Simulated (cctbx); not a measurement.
**Occupancies in Ce3Ti2Ni6**

Cell a = 8.9180 Å, b = 8.9180 Å, c = 8.9180 Å, α = 90.00°, β = 90.00°, γ = 90.00°; space group Im-3m (no. 229); nominal formula Ce3Ti2Ni6.

Simulated single-crystal data (cctbx): Mo Kα, λ = 0.71073 Å, to d = 0.77 Å, 70 % of the full sphere, strongest reflection 70000 counts, noise from counting, a 1.5 % proportional error and a noise floor of 15 counts (s.d.); no absorption.

With every site full:

```text
Rint 0.019, 106 unique reflections to 0.77 A
cycle     R1     wR2    GooF  max shift (A)
   1  0.1216  0.2537  32.907   0.00498
   2  0.0507  0.1179  15.294   0.00003
final R1 0.0507 wR2 0.1179 GooF 15.293  parameters 9  data/parameter 11.8
atom        x        y        z      Ueq    occ   su(xyz)  su(Uiso or U11)
Ce1    0.00000  0.00000  0.72306   0.0241  1.000  0.00029  0.0010
Ni2    0.17151  0.82849  0.50000   0.0106  1.000  0.00023  0.0010
Ti1    0.25000  0.75000  0.25000   0.0263  1.000  0.00000  0.0021
difference map: max 3.84 min -3.17 rms 0.68
Q1    0.0000  0.3470  0.3470   24    3.85  0.23 A from Ni2
Q2    0.2197  0.2197  0.2197   16    1.30  0.47 A from Ti1
Q3    0.0000  0.0000  0.3020   12    0.99  0.22 A from Ce1
Q4    0.0000  0.0000  0.4184   12    0.66  1.26 A from Ce1
Q5    0.1303  0.2500  0.3697   48    0.63  1.41 A from Ni2
Q6    0.0495  0.1801  0.3921   96    0.47  1.45 A from Ni2
```

With the occupancies of the suspect sites free, each still typed as its main element:

```text
Rint 0.019, 106 unique reflections to 0.77 A
cycle     R1     wR2    GooF  max shift (A)
   1  0.1501  0.2882  37.778   0.00461
   3  0.0041  0.0069   0.904   0.00002
final R1 0.0041 wR2 0.0069 GooF 0.900  parameters 11  data/parameter 9.6
atom        x        y        z      Ueq    occ   su(xyz)  su(Uiso or U11)
Ce1    0.00000  0.00000  0.72251   0.0216  0.896  0.00002  0.0001
Ni2    0.17132  0.82868  0.50000   0.0179  1.095  0.00001  0.0001
Ti1    0.25000  0.75000  0.25000   0.0296  1.000  0.00000  0.0002
su of occupancy Ce1: 0.003
su of occupancy Ni2: 0.003
difference map: max 0.33 min -0.19 rms 0.06
Q1    0.1907  0.1907  0.1907   16    0.33  0.92 A from Ti1
Q2    0.0000  0.0000  0.4319   12    0.21  1.38 A from Ce1
Q3    0.0000  0.3070  0.3775   48    0.19  0.48 A from Ni2
Q4    0.1158  0.1158  0.2005   48    0.19  1.61 A from Ce1
Q5    0.0927  0.2500  0.4073   48    0.14  1.29 A from Ni2
Q6    0.0637  0.1542  0.4000   96    0.13  1.32 A from Ni2
```

**Question.** What is the disorder?

X-rays count electrons. Ce1 refines to 0.896(0.003), or 52.0 electrons; the site truly holds 0.8 Ce and 0.2 Ni, 52.0 electrons, which is 0.897 of Ce; Ni2 refines to 1.095(0.003), or 30.7 electrons; the site truly holds 0.9 Ni and 0.1 Ce, 31.0 electrons, which is 1.107 of Ni. A value under 1 can't tell vacancies from a lighter guest, and one over 1 needs a heavier guest; chemistry or a second radiation must settle which. Occupancy correlates with U and the scale, and the two elements' form factors differ in shape, so the match is approximate.

Freeing them takes R1 from 0.0507 to 0.0041 and GooF from 15.29 to 0.90.

This is a model crystal, built by substitution and not relaxed, with assumed displacement parameters.

[Middle refinement cycles are left out of these outputs.]

[Logs are printed without paths, hosts, clocks, repeated set-up lines and the standing remarks that a program may print on its own settings, such as how far it seeks lower states.]
